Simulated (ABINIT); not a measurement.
# CsSnH3 (Pm-3m): zone-centre phonons, part 3 of 4

Which modes does CsSnH3 (Pm-3m) have at the zone centre?

ABINIT 10.8.3; DFT PBE, scalar-relativistic, plane waves, PseudoDojo norm-conserving pseudopotentials.

So far. Step 5 (Relaxing the cell and atoms): The volume changes by -0.5 % in this run and stands -16.7 % from the first cell. Step 7 (Zone-centre response): The acoustic modes at Γ come out as far as 0.3 cm⁻¹ from zero, where they should vanish, a small numerical error. The lowest optical mode is imaginary, 1243i cm⁻¹, an instability at this level and on this k mesh. The relaxed cell has a = 4.518 Å (conventional setting).

The structure was built from a prototype and need not be the compound's stable phase.

## 8. Zone-centre analysis

anaddb reads the merged derivatives and imposes the acoustic sum rule.

Contents of anaddb.abi:

```
ddb_filepath "gamma_DDB"
output_file "anaddb.abo"
outdata_prefix "anaddb"
asr 1
chneut 1
enunit 2
eivec 1
nph1l 1
qph1l 0.0 0.0 0.0 1.0
```

Contents of mrgddb.in:

```
gamma_DDB
merged
2
dfpt_gammao_DDB
gso_DDB
```

Run with:

```console
$ mrgddb < mrgddb.in > mrgddb.log
$ OMP_NUM_THREADS=1 anaddb anaddb.abi > anaddb.log
```

anaddb.abo, the main output file:

```text
-outvars_anaddb: echo values of input variables ----------------------

 Miscellaneous information :
      enunit         2
       eivec         1
         asr         1
 First list of wavevector (reduced coord.) :
       nph1l         1
       qph1l
                     0.00000000E+00  0.00000000E+00  0.00000000E+00    1.000E+00

================================================================================

 read the DDB information and perform some checks

  ==== Info on the Cryst% object ====
 Real(R)+Recip(G) space primitive vectors, cartesian coordinates (Bohr,Bohr^-1):
 R(1)=  8.5369342  0.0000000  0.0000000  G(1)=  0.1171381  0.0000000  0.0000000
 R(2)=  0.0000000  8.5369342  0.0000000  G(2)=  0.0000000  0.1171381  0.0000000
 R(3)=  0.0000000  0.0000000  8.5369342  G(3)=  0.0000000  0.0000000  0.1171381
 Unit cell volume ucvol=  6.2216533E+02 bohr^3
 Angles (23,13,12)=  9.00000000E+01  9.00000000E+01  9.00000000E+01 degrees
 Time-reversal symmetry is present
 Reduced atomic positions [iatom, xred, symbol]:
    1)    0.0000000  0.0000000  0.0000000  Cs
    2)    0.5000000  0.5000000  0.5000000  Sn
    3)    0.5000000  0.5000000  0.0000000   H
    4)    0.5000000  0.0000000  0.5000000   H
    5)    0.0000000  0.5000000  0.5000000   H

 DDB file with 3 blocks has been read.

================================================================================

 Treat the first list of vectors

  Phonon wavevector (reduced coordinates) :  0.00000  0.00000  0.00000
 Phonon energies in Hartree :
  -5.662841E-03 -5.662841E-03 -5.662841E-03  0.000000E+00  0.000000E+00
   0.000000E+00  3.559095E-04  3.559095E-04  3.559095E-04  2.577263E-03
   2.577263E-03  2.577263E-03  2.712689E-03  2.712689E-03  2.712689E-03
 Phonon energies in meV     :
- -1.540938E+02 -1.540938E+02 -1.540938E+02  0.000000E+00  0.000000E+00
-  0.000000E+00  9.684792E+00  9.684792E+00  9.684792E+00  7.013089E+01
-  7.013089E+01  7.013089E+01  7.381604E+01  7.381604E+01  7.381604E+01
 Phonon frequencies in cm-1    :
- -1.242850E+03 -1.242850E+03 -1.242850E+03  0.000000E+00  0.000000E+00
-  0.000000E+00  7.811311E+01  7.811311E+01  7.811311E+01  5.656438E+02
-  5.656438E+02  5.656438E+02  5.953665E+02  5.953665E+02  5.953665E+02
 Phonon frequencies in Thz     :
- -3.725971E+01 -3.725971E+01 -3.725971E+01  0.000000E+00  0.000000E+00
-  0.000000E+00  2.341772E+00  2.341772E+00  2.341772E+00  1.695757E+01
-  1.695757E+01  1.695757E+01  1.784864E+01  1.784864E+01  1.784864E+01
 Phonon energies in Kelvin  :
- -1.788184E+03 -1.788184E+03 -1.788184E+03  0.000000E+00  0.000000E+00
-  0.000000E+00  1.123873E+02  1.123873E+02  1.123873E+02  8.138352E+02
-  8.138352E+02  8.138352E+02  8.565995E+02  8.565995E+02  8.565995E+02

 Eigendisplacements
 (will be given, for each mode : in cartesian coordinates
   for each atom the real part of the displacement vector,
   then the imaginary part of the displacement vector - absolute values smaller than 1.0d-7 are set to zero)
  Mode number    1   Energy   -5.662841E-03
 Attention : low frequency mode.
   (Could be unstable or acoustic mode)
-  1  2.62176448E-05  0.00000000E+00  0.00000000E+00
-     0.00000000E+00  0.00000000E+00  0.00000000E+00
-  2  1.45026872E-04  0.00000000E+00  0.00000000E+00
-     0.00000000E+00  0.00000000E+00  0.00000000E+00
-  3  1.33023283E-03 -8.05021544E-07  0.00000000E+00
-     0.00000000E+00  0.00000000E+00  0.00000000E+00
-  4  1.33023283E-03  1.40388688E-05  0.00000000E+00
-     0.00000000E+00  0.00000000E+00  0.00000000E+00
-  5 -2.31980924E-02 -8.05021544E-07  0.00000000E+00
-     0.00000000E+00  0.00000000E+00  0.00000000E+00
  Mode number    2   Energy   -5.662841E-03
 Attention : low frequency mode.
   (Could be unstable or acoustic mode)
-  1  0.00000000E+00  2.62176448E-05  0.00000000E+00
-     0.00000000E+00  0.00000000E+00  0.00000000E+00
-  2  0.00000000E+00  1.45026872E-04  0.00000000E+00
-     0.00000000E+00  0.00000000E+00  0.00000000E+00
-  3  8.05021544E-07  1.33023283E-03  0.00000000E+00
-     0.00000000E+00  0.00000000E+00  0.00000000E+00
-  4  8.05021544E-07 -2.31980924E-02  0.00000000E+00
-     0.00000000E+00  0.00000000E+00  0.00000000E+00
-  5 -1.40388688E-05  1.33023283E-03  0.00000000E+00
-     0.00000000E+00  0.00000000E+00  0.00000000E+00
  Mode number    3   Energy   -5.662841E-03
 Attention : low frequency mode.
   (Could be unstable or acoustic mode)
-  1  0.00000000E+00  0.00000000E+00  2.62176496E-05
-     0.00000000E+00  0.00000000E+00  0.00000000E+00
-  2  0.00000000E+00  0.00000000E+00  1.45026899E-04
-     0.00000000E+00  0.00000000E+00  0.00000000E+00
-  3  0.00000000E+00  0.00000000E+00 -2.31980966E-02
-     0.00000000E+00  0.00000000E+00  0.00000000E+00
-  4  0.00000000E+00  0.00000000E+00  1.33023307E-03
-     0.00000000E+00  0.00000000E+00  0.00000000E+00
-  5  0.00000000E+00  0.00000000E+00  1.33023307E-03
-     0.00000000E+00  0.00000000E+00  0.00000000E+00
  Mode number    4   Energy    0.000000E+00
 Attention : low frequency mode.
   (Could be unstable or acoustic mode)
-  1  0.00000000E+00  0.00000000E+00 -1.46775324E-03
-     0.00000000E+00  0.00000000E+00  0.00000000E+00
-  2  0.00000000E+00  0.00000000E+00 -1.46778293E-03
-     0.00000000E+00  0.00000000E+00  0.00000000E+00
-  3  0.00000000E+00  0.00000000E+00 -1.46777482E-03
-     0.00000000E+00  0.00000000E+00  0.00000000E+00
-  4  0.00000000E+00  0.00000000E+00 -1.46779901E-03
-     0.00000000E+00  0.00000000E+00  0.00000000E+00
-  5  0.00000000E+00  0.00000000E+00 -1.46779901E-03
-     0.00000000E+00  0.00000000E+00  0.00000000E+00
  Mode number    5   Energy    0.000000E+00
 Attention : low frequency mode.
   (Could be unstable or acoustic mode)
-  1  3.77629836E-07 -1.46775319E-03  0.00000000E+00
-     0.00000000E+00  0.00000000E+00  0.00000000E+00
-  2  3.77637475E-07 -1.46778288E-03  0.00000000E+00
-     0.00000000E+00  0.00000000E+00  0.00000000E+00
-  3  3.77641611E-07 -1.46779896E-03  0.00000000E+00
-     0.00000000E+00  0.00000000E+00  0.00000000E+00
-  4  3.77641611E-07 -1.46777477E-03  0.00000000E+00
-     0.00000000E+00  0.00000000E+00  0.00000000E+00
-  5  3.77635388E-07 -1.46779896E-03  0.00000000E+00
-     0.00000000E+00  0.00000000E+00  0.00000000E+00
  Mode number    6   Energy    0.000000E+00
 Attention : low frequency mode.
   (Could be unstable or acoustic mode)
-  1  1.46775319E-03  3.77630255E-07  0.00000000E+00
-     0.00000000E+00  0.00000000E+00  0.00000000E+00
-  2  1.46778288E-03  3.77637893E-07  0.00000000E+00
-     0.00000000E+00  0.00000000E+00  0.00000000E+00
-  3  1.46779896E-03  3.77642030E-07  0.00000000E+00
-     0.00000000E+00  0.00000000E+00  0.00000000E+00
-  4  1.46779896E-03  3.77635806E-07  0.00000000E+00
-     0.00000000E+00  0.00000000E+00  0.00000000E+00
-  5  1.46777477E-03  3.77642030E-07  0.00000000E+00
-     0.00000000E+00  0.00000000E+00  0.00000000E+00
  Mode number    7   Energy    3.559095E-04
-  1  0.00000000E+00  0.00000000E+00 -1.40366874E-03
-     0.00000000E+00  0.00000000E+00  0.00000000E+00
-  2  0.00000000E+00  0.00000000E+00  1.54567562E-03
-     0.00000000E+00  0.00000000E+00  0.00000000E+00
-  3  0.00000000E+00  0.00000000E+00  1.04338546E-03
-     0.00000000E+00  0.00000000E+00  0.00000000E+00
-  4  0.00000000E+00  0.00000000E+00  9.98365445E-04
-     0.00000000E+00  0.00000000E+00  0.00000000E+00
-  5  0.00000000E+00  0.00000000E+00  9.98365445E-04
-     0.00000000E+00  0.00000000E+00  0.00000000E+00
  Mode number    8   Energy    3.559095E-04
-  1  0.00000000E+00  1.40366874E-03  0.00000000E+00
-     0.00000000E+00  0.00000000E+00  0.00000000E+00
-  2  0.00000000E+00 -1.54567562E-03  0.00000000E+00
-     0.00000000E+00  0.00000000E+00  0.00000000E+00
-  3  0.00000000E+00 -9.98365445E-04  0.00000000E+00
-     0.00000000E+00  0.00000000E+00  0.00000000E+00
-  4  0.00000000E+00 -1.04338546E-03  0.00000000E+00
-     0.00000000E+00  0.00000000E+00  0.00000000E+00
-  5  0.00000000E+00 -9.98365445E-04  0.00000000E+00
-     0.00000000E+00  0.00000000E+00  0.00000000E+00
  Mode number    9   Energy    3.559095E-04
-  1  1.40366874E-03  0.00000000E+00  0.00000000E+00
-     0.00000000E+00  0.00000000E+00  0.00000000E+00
-  2 -1.54567562E-03  0.00000000E+00  0.00000000E+00
-     0.00000000E+00  0.00000000E+00  0.00000000E+00
-  3 -9.98365446E-04  0.00000000E+00  0.00000000E+00
-     0.00000000E+00  0.00000000E+00  0.00000000E+00
-  4 -9.98365446E-04  0.00000000E+00  0.00000000E+00
-     0.00000000E+00  0.00000000E+00  0.00000000E+00
-  5 -1.04338546E-03  0.00000000E+00  0.00000000E+00
-     0.00000000E+00  0.00000000E+00  0.00000000E+00
  Mode number   10   Energy    2.577263E-03
-  1  0.00000000E+00  0.00000000E+00  0.00000000E+00
-     0.00000000E+00  0.00000000E+00  0.00000000E+00
-  2  0.00000000E+00  0.00000000E+00  0.00000000E+00
-     0.00000000E+00  0.00000000E+00  0.00000000E+00
-  3  0.00000000E+00  2.43472189E-06  0.00000000E+00
-     0.00000000E+00  0.00000000E+00  0.00000000E+00
-  4  0.00000000E+00  0.00000000E+00 -1.64963403E-02
-     0.00000000E+00  0.00000000E+00  0.00000000E+00
-  5  0.00000000E+00 -2.43472189E-06  1.64963403E-02
-     0.00000000E+00  0.00000000E+00  0.00000000E+00
  Mode number   11   Energy    2.577263E-03
-  1  0.00000000E+00  0.00000000E+00  0.00000000E+00
-     0.00000000E+00  0.00000000E+00  0.00000000E+00
-  2  0.00000000E+00  0.00000000E+00  0.00000000E+00
-     0.00000000E+00  0.00000000E+00  0.00000000E+00
-  3  3.17087889E-07 -1.64963403E-02  0.00000000E+00
-     0.00000000E+00  0.00000000E+00  0.00000000E+00
-  4 -3.17087889E-07  0.00000000E+00 -2.43472189E-06
-     0.00000000E+00  0.00000000E+00  0.00000000E+00
-  5  0.00000000E+00  1.64963403E-02  2.43472190E-06
-     0.00000000E+00  0.00000000E+00  0.00000000E+00
  Mode number   12   Energy    2.577263E-03
-  1  0.00000000E+00  0.00000000E+00  0.00000000E+00
-     0.00000000E+00  0.00000000E+00  0.00000000E+00
-  2  0.00000000E+00  0.00000000E+00  0.00000000E+00
-     0.00000000E+00  0.00000000E+00  0.00000000E+00
-  3  1.64963404E-02  3.17087905E-07  0.00000000E+00
-     0.00000000E+00  0.00000000E+00  0.00000000E+00
-  4 -1.64963404E-02  0.00000000E+00  0.00000000E+00
-     0.00000000E+00  0.00000000E+00  0.00000000E+00
-  5  0.00000000E+00 -3.17087905E-07  0.00000000E+00
-     0.00000000E+00  0.00000000E+00  0.00000000E+00
  Mode number   13   Energy    2.712689E-03
-  1  0.00000000E+00  0.00000000E+00  4.81979159E-05
-     0.00000000E+00  0.00000000E+00  0.00000000E+00
-  2  0.00000000E+00  0.00000000E+00  2.38000513E-04
-     0.00000000E+00  0.00000000E+00  0.00000000E+00
-  3  0.00000000E+00 -1.57533604E-06 -1.69227486E-03
-     0.00000000E+00  0.00000000E+00  0.00000000E+00
-  4  0.00000000E+00 -1.63086844E-07 -1.63465152E-02
-     0.00000000E+00  0.00000000E+00  0.00000000E+00
-  5  0.00000000E+00 -1.57533604E-06 -1.63465152E-02
-     0.00000000E+00  0.00000000E+00  0.00000000E+00
  Mode number   14   Energy    2.712689E-03
-  1  0.00000000E+00 -4.81979159E-05  0.00000000E+00
-     0.00000000E+00  0.00000000E+00  0.00000000E+00
-  2  0.00000000E+00 -2.38000513E-04  0.00000000E+00
-     0.00000000E+00  0.00000000E+00  0.00000000E+00
-  3 -4.95706340E-07  1.63465152E-02 -1.63086759E-07
-     0.00000000E+00  0.00000000E+00  0.00000000E+00
-  4 -4.95706340E-07  1.69227486E-03 -1.57533522E-06
-     0.00000000E+00  0.00000000E+00  0.00000000E+00
-  5  0.00000000E+00  1.63465152E-02 -1.57533522E-06
-     0.00000000E+00  0.00000000E+00  0.00000000E+00
  Mode number   15   Energy    2.712689E-03
-  1  4.81979161E-05  0.00000000E+00  0.00000000E+00
-     0.00000000E+00  0.00000000E+00  0.00000000E+00
-  2  2.38000514E-04  0.00000000E+00  0.00000000E+00
-     0.00000000E+00  0.00000000E+00  0.00000000E+00
-  3 -1.63465152E-02 -4.95703737E-07  0.00000000E+00
-     0.00000000E+00  0.00000000E+00  0.00000000E+00
-  4 -1.63465152E-02  0.00000000E+00  0.00000000E+00
-     0.00000000E+00  0.00000000E+00  0.00000000E+00
-  5 -1.69227486E-03 -4.95703737E-07  0.00000000E+00
-     0.00000000E+00  0.00000000E+00  0.00000000E+00

 Analysis of degeneracies and characters (maximum tolerance=1.00E-06 a.u.)
 For each vibration mode, or group of modes if degenerate,
 the characters are given for each symmetry operation (see the list in the log file).
 Symmetry characters of vibration mode #   1
       degenerate with vibration modes #   2 to    3
  3.0 -3.0 -1.0  1.0 -1.0  1.0 -1.0  1.0  1.0 -1.0 -1.0  1.0  1.0 -1.0 -1.0  1.0
 -0.0  0.0 -0.0  0.0  0.0 -0.0  0.0 -0.0  1.0 -1.0 -1.0  1.0 -1.0  1.0  1.0 -1.0
 -0.0  0.0  0.0 -0.0  0.0 -0.0 -0.0  0.0  1.0 -1.0  1.0 -1.0 -1.0  1.0 -1.0  1.0
 Symmetry characters of vibration mode #   4
       degenerate with vibration modes #   5 to    6
  3.0 -3.0 -1.0  1.0 -1.0  1.0 -1.0  1.0  1.0 -1.0 -1.0  1.0  1.0 -1.0 -1.0  1.0
  0.0 -0.0  0.0 -0.0 -0.0  0.0 -0.0  0.0  1.0 -1.0 -1.0  1.0 -1.0  1.0  1.0 -1.0
  0.0 -0.0 -0.0  0.0 -0.0  0.0  0.0 -0.0  1.0 -1.0  1.0 -1.0 -1.0  1.0 -1.0  1.0
 Symmetry characters of vibration mode #   7
       degenerate with vibration modes #   8 to    9
  3.0 -3.0 -1.0  1.0 -1.0  1.0 -1.0  1.0  1.0 -1.0 -1.0  1.0  1.0 -1.0 -1.0  1.0
  0.0 -0.0  0.0 -0.0 -0.0  0.0 -0.0  0.0  1.0 -1.0 -1.0  1.0 -1.0  1.0  1.0 -1.0
  0.0 -0.0 -0.0  0.0 -0.0  0.0  0.0 -0.0  1.0 -1.0  1.0 -1.0 -1.0  1.0 -1.0  1.0
 Symmetry characters of vibration mode #  10
       degenerate with vibration modes #  11 to   12
  3.0 -3.0 -1.0  1.0 -1.0  1.0 -1.0  1.0 -1.0  1.0  1.0 -1.0 -1.0  1.0  1.0 -1.0
  0.0 -0.0  0.0 -0.0 -0.0  0.0 -0.0  0.0 -1.0  1.0  1.0 -1.0  1.0 -1.0 -1.0  1.0
  0.0 -0.0 -0.0  0.0 -0.0  0.0  0.0 -0.0 -1.0  1.0 -1.0  1.0  1.0 -1.0  1.0 -1.0
 Symmetry characters of vibration mode #  13
       degenerate with vibration modes #  14 to   15
  3.0 -3.0 -1.0  1.0 -1.0  1.0 -1.0  1.0  1.0 -1.0 -1.0  1.0  1.0 -1.0 -1.0  1.0
 -0.0  0.0 -0.0  0.0  0.0 -0.0  0.0 -0.0  1.0 -1.0 -1.0  1.0 -1.0  1.0  1.0 -1.0
 -0.0  0.0  0.0 -0.0  0.0 -0.0 -0.0  0.0  1.0 -1.0  1.0 -1.0 -1.0  1.0 -1.0  1.0
-
```

It took 0.5 s on 1 thread of Arm Neoverse V2, shared host.

No LO-TO term; unit eigenvectors of the mass-weighted matrix, from anaddb's displacements. The modes at Γ (shares of kinetic energy by element, %) (negative means imaginary):

```tsv
mode	frequency (cm⁻¹)	symmetry	Cs %	Sn %	H %
1	-1242.8	T1u	0	0	100
2	-1242.8	T1u	0	0	100
3	-1242.8	T1u	0	0	100
4	0.0	acoustic	52	47	1
5	0.0	acoustic	52	47	1
6	0.0	acoustic	52	47	1
7	78.1	T1u	48	52	1
8	78.1	T1u	48	52	1
9	78.1	T1u	48	52	1
10	565.6	T2u	0	0	100
11	565.6	T2u	0	0	100
12	565.6	T2u	0	0	100
13	595.4	T1u	0	1	99
14	595.4	T1u	0	1	99
15	595.4	T1u	0	1	99
```

Displacements in mode 3 (-1242.8 cm⁻¹), the largest set to 1:
```
Cs1  0.00  0.00  0.00
Sn2  0.00  0.00  0.01
H3   0.00  0.00 -1.00
H4   0.00  0.00  0.06
H5   0.00  0.00  0.06
```

Displacements in mode 13 (595.4 cm⁻¹), the largest set to 1:
```
Cs1  0.00  0.00  0.00
Sn2  0.00  0.00  0.01
H3   0.00  0.00 -0.10
H4   0.00  0.00 -1.00
H5   0.00  0.00 -1.00
```

The rule moves no optical mode by more than 0.1 cm⁻¹.

[end of part 3 of 4]

[Host names and launcher messages were left out of these logs when they were recorded.]

[Logs are printed without paths, hosts, clocks, repeated set-up lines and the standing remarks that a program may print on its own settings, such as how far it seeks lower states.]

[Hosts, paths, dates, database ids (printed as entryN), source tags and the programs' standing remarks are cut or masked in the printed files.]
